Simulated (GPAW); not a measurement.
**BN (Qingsongite): optical spectrum from first principles**

Aim: the dielectric function of BN (Qingsongite), and the optical constants that follow from it.

Main program and level: GPAW 26.7.0; DFT, PBE, plane-wave PAW (GPAW data sets), scalar-relativistic, RPA, optical limit.

Most raw output is cut from this account.

### 1. The starting structure

Symmetry: F-43m, No. 216, cubic system. Conventional cell: a = 3.615 Å, b = 3.615 Å, c = 3.615 Å, α = 90.00°, β = 90.00°, γ = 90.00°. Nearest to N lie 4 B at 1.57 Å. B has 4 N at 1.57 Å nearest. Farther neighbours and most contacts between anions are not listed.

### 2. Ground state

First the ground state: is it a metal or has it a gap?

This step: DFT, PBE, plane-wave PAW (GPAW data sets), scalar-relativistic, ground state (GPAW 26.7.0).

The input, gs.py:

```python
from ase import Atoms
from ase.dft.bandgap import bandgap
from gpaw import GPAW, PW, FermiDirac

atoms = Atoms(['N', 'B'],
              cell=[[0.000000000000, 1.807500000000, 1.807500000000],
                    [1.807500000000, 0.000000000000, 1.807500000000],
                    [1.807500000000, 1.807500000000, 0.000000000000]],
              scaled_positions=[[0.750000000000, 0.750000000000, 0.750000000000],
                                [0.000000000000, 0.000000000000, 0.000000000000]],
              pbc=[True, True, True])
atoms.calc = GPAW(mode=PW(500), xc='PBE', kpts={'size': (11, 11, 11), 'gamma': True},
                  occupations=FermiDirac(0.05), maxiter=150, txt='gs.txt')
print('energy (eV)', atoms.get_potential_energy())
print('Fermi level (eV)', atoms.calc.get_fermi_level())
print('valence electrons', atoms.calc.get_number_of_electrons())
print('gap (eV)', bandgap(atoms.calc, output=None)[0])
print('direct gap (eV)', bandgap(atoms.calc, direct=True, output=None)[0])
atoms.calc.write('gs.gpw')
```

Launch:

```console
$ OMP_NUM_THREADS=1 python gs.py
```

The job ended after 3.6 s (1 thread of Arm Neoverse V2, shared host; peak memory 0.12 GiB).

This step gave:

* energy: -16.89 eV
* Fermi energy: 12.34 eV
* gap on the k-mesh: 4.505 eV
* direct gap on the mesh: 8.794 eV
* electrons: 8

There is a gap, 4.51 eV on this mesh (points off the mesh can give less), so no carriers' term is needed.

### 3. Bands for the response

The response needs many more empty bands than the density does.

This step: DFT, PBE, plane-wave PAW (GPAW data sets), scalar-relativistic, bands at fixed density (GPAW 26.7.0).

The input, nscf.py:

```python
from ase.dft.bandgap import bandgap
from gpaw import GPAW, FermiDirac

calc = GPAW('gs.gpw').fixed_density(kpts={'size': (16, 16, 16), 'gamma': True}, nbands=20, convergence={'bands': 14},
                                    occupations=FermiDirac(0.001), txt='nscf.txt')
print('gap (eV)', bandgap(calc, output=None)[0])
print('direct gap (eV)', bandgap(calc, direct=True, output=None)[0])
print('top band over the Fermi level (eV)', min(calc.get_eigenvalues(kpt=k)[13] for k in range(len(calc.get_ibz_k_points()))) - calc.get_fermi_level())
calc.write('full.gpw', mode='all')
```

Launch:

```console
$ OMP_NUM_THREADS=1 python nscf.py
```

It took 12 s on 1 thread; peak memory 0.15 GiB.

Numbers from this step:

* gap on the k-mesh: 4.401 eV

### 4. Dielectric function, RPA

Local fields let the induced charge screen the field inside the cell, which as a rule lowers ε, most along directions where the density is uneven.

This step: DFT, PBE, plane-wave PAW (GPAW data sets), scalar-relativistic, RPA, optical limit (GPAW 26.7.0).

The input, df.py:

```python
from gpaw.response.df import DielectricFunction

df = DielectricFunction('full.gpw', frequencies={'type': 'nonlinear', 'domega0': 0.03, 'omega2': 8},
                        ecut=60,
                        eta=0.2,
                        nbands=14,
                        txt='df.txt')
for direction in ['x']:
    df.get_dielectric_function(xc='RPA', direction=direction, filename=f'df_{direction}.csv')
```

Launch:

```console
$ OMP_NUM_THREADS=1 python df.py
```

The job ended after 2.7 s (1 thread; peak memory 0.2 GiB).

Numbers from this step:

| Property | Result |
| --- | --- |
| electronic dielectric constant ε∞, mean over x, y and z (by symmetry where fewer were run) | 4.527 |
| main peak of Im epsilon, first axis | 11.93 eV |

Some rows of df_x.csv (energy; Re and Im without local fields; Re and Im with them):

```text
0.000000, 4.710919, 0.000000, 4.527480, -0.000000
0.555532, 4.718396, 0.005403, 4.534426, 0.005019
1.143969, 4.742866, 0.011296, 4.557153, 0.010490
1.768324, 4.788324, 0.017956, 4.599363, 0.016669
2.431988, 4.860557, 0.025802, 4.666404, 0.023940
3.138794, 4.968234, 0.035509, 4.766267, 0.032917
3.893091, 5.124943, 0.048236, 4.911453, 0.044661
4.699832, 5.353321, 0.066171, 5.122723, 0.061159
5.564682, 5.694432, 0.093969, 5.437605, 0.086629
6.494155, 6.232897, 0.143536, 5.933080, 0.131810
7.495775, 7.185834, 0.257379, 6.805354, 0.234752
8.578281, 9.476802, 0.859250, 8.879625, 0.768441
9.751884, 10.890308, 6.255355, 10.284268, 5.565695
11.028587, 8.824874, 9.982426, 8.401497, 9.036687
12.422601, -2.036731, 12.756504, -1.124632, 12.041068
13.950874, -0.746880, 5.645573, -0.478102, 5.331621
15.633783, -2.056372, 3.841638, -1.660435, 3.824547
17.496047, -2.494618, 2.307296, -2.348771, 2.455746
19.567954, -1.217596, 1.453834, -1.115338, 1.508778
```

Values under the direct gap are tails of Lorentzian lines. Im ε, E ∥ x against photon energy; read off at these points:

photon energy (eV), Im ε, E ∥ x and a bar:
```
     0.00        0.0 
     0.50        0.0 
     1.00        0.0 
     1.50        0.0 
     2.00        0.0 
     2.50        0.0 
     3.00        0.0 
     3.50        0.0 
     4.00        0.0 
     4.50        0.1 
     5.00        0.1 
     5.50        0.1 
     6.00        0.1 
     6.50        0.1 
     7.00        0.2 
     7.50        0.2 #
     8.00        0.4 #
     8.50        0.7 #
     9.00        2.1 #####
     9.50        4.3 ##########
    10.00        6.7 ###############
    10.50        7.7 #################
    11.00        8.9 ####################
    11.50       11.2 #########################
    12.00       13.6 ##############################
    12.50       11.3 #########################
    13.00        8.3 ##################
    13.50        6.3 ##############
    14.00        5.5 ############
    14.50        6.9 ###############
    14.59        6.9 ###############
    15.00        5.5 ############
    15.50        3.7 ########
    16.00        4.1 #########
    16.50        3.8 ########
    17.00        3.2 #######
    17.50        2.4 #####
    18.00        2.0 ####
    18.50        1.7 ####
    19.00        1.6 ####
    19.50        1.5 ###
    20.00        1.3 ###
    20.50        1.0 ##
    21.00        1.2 ###
    21.50        1.1 ###
```

Table of Re ε, E ∥ x by photon energy:

photon energy (eV), Re ε, E ∥ x and a bar from the least value:
```
        0        4.5 #################
        1        4.6 #################
        2        4.6 ##################
        3        4.7 ##################
        4        4.9 ##################
        5        5.2 ###################
        6        5.6 ####################
        7        6.3 #####################
        8        7.5 ########################
        9       10.1 ##############################
       10        9.9 ##############################
       11        8.4 ##########################
       12        2.7 #############
       13       -2.4 ##
       14       -0.3 ######
       15       -3.0 
       16       -1.9 ###
       17       -2.2 ##
       18       -1.9 ###
       19       -1.3 ####
       20       -1.2 ####
       21       -0.6 ######
```

Values under the direct gap are tails of Lorentzian lines. Table of loss function −Im 1/ε at q → 0, E ∥ x by energy loss; read off at these points:

| energy loss (eV) | loss function −Im 1/ε at q → 0, E ∥ x |
| --- | --- |
| 0.0 | 0 |
| 0.5 | 2.2e-4 |
| 1.0 | 4.4e-4 |
| 1.5 | 6.7e-4 |
| 2.0 | 9.0e-4 |
| 2.5 | 0.00113 |
| 3.0 | 0.00138 |
| 3.5 | 0.00164 |
| 4.0 | 0.00191 |
| 4.5 | 0.00221 |
| 5.0 | 0.00253 |
| 5.5 | 0.00288 |
| 6.0 | 0.00328 |
| 6.5 | 0.00375 |
| 7.0 | 0.00432 |
| 7.5 | 0.00507 |
| 8.0 | 0.00622 |
| 8.5 | 0.00883 |
| 9.0 | 0.0198 |
| 9.5 | 0.0314 |
| 10.0 | 0.0467 |
| 10.5 | 0.0568 |
| 11.0 | 0.0596 |
| 11.5 | 0.0650 |
| 12.0 | 0.0708 |
| 12.5 | 0.0865 |
| 13.0 | 0.111 |
| 13.5 | 0.141 |
| 14.0 | 0.181 |
| 14.5 | 0.141 |
| 15.0 | 0.139 |
| 15.5 | 0.205 |
| 16.0 | 0.201 |
| 16.5 | 0.196 |
| 17.0 | 0.210 |
| 17.5 | 0.213 |
| 18.0 | 0.268 |
| 18.5 | 0.311 |
| 19.0 | 0.375 |
| 19.5 | 0.426 |
| 20.0 | 0.415 |
| 20.5 | 0.625 |
| 21.0 | 0.698 |
| 21.5 | 0.753 |

The reflectivity at normal incidence, E ∥ x has structure finer than the step of the table below, so its rows give means over 0.5 eV, whole bins alone (the curve runs from 0 to 21.9 eV). Peaks (eV: height): 12.50: 47.4, 15.15: 49.2, 17.61: 50.6, 20.19: 45.3.

The reflectivity at normal incidence, E ∥ x by photon energy; means over each step:

photon energy (eV), reflectivity at normal incidence, E ∥ x (%) and a bar from the least value:
```
      0.5       13.0 
      1.0       13.1 
      1.5       13.2 
      2.0       13.3 
      2.5       13.5 
      3.0       13.7 #
      3.5       14.0 #
      4.0       14.4 #
      4.5       14.8 #
      5.0       15.3 ##
      5.5       15.9 ##
      6.0       16.6 ###
      6.5       17.5 ####
      7.0       18.6 #####
      7.5       19.9 ######
      8.0       21.7 #######
      8.5       24.4 #########
      9.0       27.7 ############
      9.5       30.6 ##############
     10.0       32.3 ################
     10.5       33.0 ################
     11.0       34.9 ##################
     11.5       38.7 #####################
     12.0       43.9 #########################
     12.5       47.0 ############################
     13.0       46.1 ###########################
     13.5       43.3 #########################
     14.0       35.4 ##################
     14.5       40.6 ######################
     15.0       47.8 ############################
     15.5       43.5 #########################
     16.0       40.9 #######################
     16.5       44.2 #########################
     17.0       46.0 ###########################
     17.5       49.9 ##############################
     18.0       48.2 #############################
     18.5       46.4 ###########################
     19.0       43.2 #########################
     19.5       41.2 #######################
     20.0       44.2 #########################
     20.5       39.3 #####################
     21.0       31.3 ###############
     21.5       28.7 #############
```

Table of refractive index n and extinction k by photon energy:

| photon energy (eV) | n | k |
| --- | --- | --- |
| 0.0 | 2.13 | 0 |
| 0.5 | 2.13 | 0.00106 |
| 1.0 | 2.13 | 0.00214 |
| 1.5 | 2.14 | 0.00326 |
| 2.0 | 2.15 | 0.00444 |
| 2.5 | 2.16 | 0.00572 |
| 3.0 | 2.18 | 0.00712 |
| 3.5 | 2.20 | 0.00869 |
| 4.0 | 2.22 | 0.0105 |
| 4.5 | 2.25 | 0.0126 |
| 5.0 | 2.28 | 0.0151 |
| 5.5 | 2.33 | 0.0181 |
| 6.0 | 2.38 | 0.0220 |
| 6.5 | 2.44 | 0.0271 |
| 7.0 | 2.51 | 0.0343 |
| 7.5 | 2.61 | 0.0451 |
| 8.0 | 2.74 | 0.0642 |
| 8.5 | 2.94 | 0.113 |
| 9.0 | 3.19 | 0.328 |
| 9.5 | 3.37 | 0.645 |
| 10.0 | 3.31 | 1.02 |
| 10.5 | 3.19 | 1.20 |
| 11.0 | 3.21 | 1.39 |
| 11.5 | 3.16 | 1.77 |
| 12.0 | 2.87 | 2.37 |
| 12.5 | 2.22 | 2.55 |
| 13.0 | 1.77 | 2.35 |
| 13.5 | 1.49 | 2.11 |
| 14.0 | 1.61 | 1.71 |
| 14.5 | 1.70 | 2.02 |
| 15.0 | 1.28 | 2.16 |
| 15.5 | 1.04 | 1.78 |
| 16.0 | 1.16 | 1.79 |
| 16.5 | 1.03 | 1.82 |
| 17.0 | 0.917 | 1.75 |
| 17.5 | 0.723 | 1.69 |
| 18.0 | 0.654 | 1.51 |
| 18.5 | 0.619 | 1.41 |
| 19.0 | 0.622 | 1.30 |
| 19.5 | 0.607 | 1.22 |
| 20.0 | 0.524 | 1.22 |
| 20.5 | 0.493 | 1.01 |
| 21.0 | 0.605 | 0.962 |
| 21.5 | 0.621 | 0.919 |

Optical constants at common wavelengths, from n + ik = √ε:

| wavelength (nm) | n | k | R (%) | 1/α |
| --- | --- | --- | --- | --- |
| 1064 | 2.14 | 0.003 | 13.1 | 34 µm |
| 633 | 2.15 | 0.004 | 13.3 | 12 µm |
| 532 | 2.16 | 0.005 | 13.4 | 8.0 µm |
| 405 | 2.18 | 0.007 | 13.8 | 4.4 µm |
| 365 | 2.19 | 0.008 | 14.0 | 3.5 µm |
| 308 | 2.22 | 0.011 | 14.4 | 2.3 µm |
| 193 | 2.43 | 0.026 | 17.3 | 585 nm |

Below the direct gap, k and the depth come from the tails of the Lorentzian lines, not from transitions.

Rows near the edge hang on the gap, which this functional as a rule makes too small, and phonon-assisted absorption is left out.

### 5. Outcome

```json
{
 "electronic dielectric constant ε∞, mean over x, y and z (by symmetry where fewer were run) (RPA)": "4.53",
 "main peak of Im epsilon, first axis": "11.9 eV"
}
```

What this shows: At this level (PBE, RPA) BN has ε∞ = 4.53 and n = 2.13 at 1550 nm, and Im ε peaks at 11.9 eV. On the mesh the gap is 4.40 eV and the least direct gap 8.79 eV, so on this mesh the band edges lie at different points. Local fields change the static value along x from 4.71 to 4.53 (-4 %). Distinct maxima of Im ε, read by a parabola through the highest points, lie at 11.93 eV (14) and 14.58 eV (6.9). Excitons and phonon-assisted transitions are missing; PBE gaps are as a rule too small, which pulls the onset down and ε∞ up. The sum runs over mesh points, so small or evenly spaced maxima can still be ripples of the mesh.

[Machine, clock and banner lines and Python warnings are left out of the logs.]

[Logs are printed without paths, hosts, clocks, repeated set-up lines and the standing remarks that a program may print on its own settings, such as how far it seeks lower states.]

[Hosts, paths, dates, database ids (printed as entryN), source tags and the programs' standing remarks are cut or masked in the printed files.]
